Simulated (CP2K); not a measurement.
The C K edge of succinimide was computed by TDDFT (CP2K XAS_TDP, aug-cc-pVDZ, TDA) at these levels: PBE0, PBEh(45%) and PBEh(45%) + GW2X. The first three lines of C2 (bonded to C, N and O) with a strength over 0.0015, energy in eV and strength:

| run | first | second | third |
| --- | --- | --- | --- |
| 1 | 283.14 (0.074) | 288.92 (0.002) | 289.07 (0.008) |
| 2 | 289.56 (0.072) | 295.34 (0.002) | 295.49 (0.008) |
| 3 | 278.10 (0.060) | 280.52 (0.002) | 282.11 (0.003) |

**Question.** Which run is which?

Run 1: PBEh(45%) (45 % exact exchange). Run 2: PBEh(45%) + GW2X (45 % exact exchange). Run 3: PBE0 (25 % exact exchange). Self-interaction lifts the core level, so the uncorrected lines rise with the share of exact exchange. The GW2X run keeps the spacings of its parent: 5.78 eV between the first two lines in run 2, 5.78 eV in run 1. Its shift is +6.42 eV, since the Kohn–Sham level at this share of exchange lies that far above the quasiparticle level.

[Hosts, paths, dates, database ids (printed as entryN), source tags and the programs' standing remarks are cut or masked in the printed files.]
